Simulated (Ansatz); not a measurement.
# Gap against volume in glassy B2O3 (120 atoms)

Density of this cell: 1.86 g/cm³. The cell holds 120 atoms: 48 B and 72 O. Its edges and angles: a = 12.098 Å, b = 11.753 Å, c = 10.629 Å, α = 93.2°, β = 85.3°, γ = 82.5°. The starting structure: 120 atoms (48 B, 72 O) placed at random at 1.8 g/cm³, melted at 3000 K for 20 ps at fixed volume with the Buckingham and Coulomb pair potential of Guillot and Sator (Geochim. Cosmochim. Acta 71, 1249 (2007)) with the boron terms of Wang et al. (J. Non-Cryst. Solids 498, 294 (2018)). Quenched from 3000 K to 300 K at 20 K/ps and fixed volume, held 5 ps. The starting density is a measured one.

Calculated with Ansatz 0.2.0: Kohn-Sham DFT, PBEsol, PAW (set soft_2), plane waves; cutoff 420 eV, Γ point, fixed occupations. The relaxed cell was scaled evenly and the atoms were relaxed at each volume. The gap is that between the highest filled and the lowest empty Kohn-Sham level on the run's k-points.

```
volume (Å³/atom)  gap (eV)
          11.177               5.808
          11.673               5.723
          12.046                   ?
          12.418               5.710
          12.791               5.669
          13.164               5.628
```

**Question.** Fit a straight line in ln V to the rows given and interpolate to the withheld row.

Worked fit:

A volume deformation potential makes the spacing linear in u = ln(V/V0), with V0 = 12.418 Å³ the relaxed volume; v is the spacing.

| u = ln(V/V0) | v (eV) |
| --- | --- |
| -0.105361 | 5.8076 |
| -0.0618760 | 5.7228 |
| 0 | 5.7105 |
| 0.0295589 | 5.6686 |
| 0.0582682 | 5.6282 |

With n = 5: mean u = -0.0158820, mean v = 5.70754, Σ(u − ū)² = 0.017937, Σ(u − ū)(v − v̄) = -0.017261. Slope b = -0.017261 / 0.017937 = -0.96228; intercept a = v̄ − b ū = 5.6923.

At the withheld volume u = -0.03046, and v = a + b u.

Prediction at 12.046: 5.722 eV. The run gave 5.724 eV, so the fit is low by 0.0027 eV (0.048 % of the value).

The rows follow a line only loosely (correlation 0.96 in size over all rows, under the 0.97 asked here), so the slope of -0.96 eV is a mean trend and no deformation potential. Among the rows given, the largest miss of the fit is at 11.673, by 0.029 eV (16 % of the range of the table).

Limits: The table spans 16 % in volume, wide for a linear law. Semilocal functionals tend to put gaps under measured ones. Only the Γ point is sampled. Atoms move by up to 0.8 Å in these relaxations, so the structure changes along the series. Defect or tail levels can set the spacing of a disordered cell.

[Logs are printed without paths, hosts, clocks, repeated set-up lines and the standing remarks that a program may print on its own settings, such as how far it seeks lower states.]

[Hosts, paths, dates, database ids (printed as entryN), source tags and the programs' standing remarks are cut or masked in the printed files.]
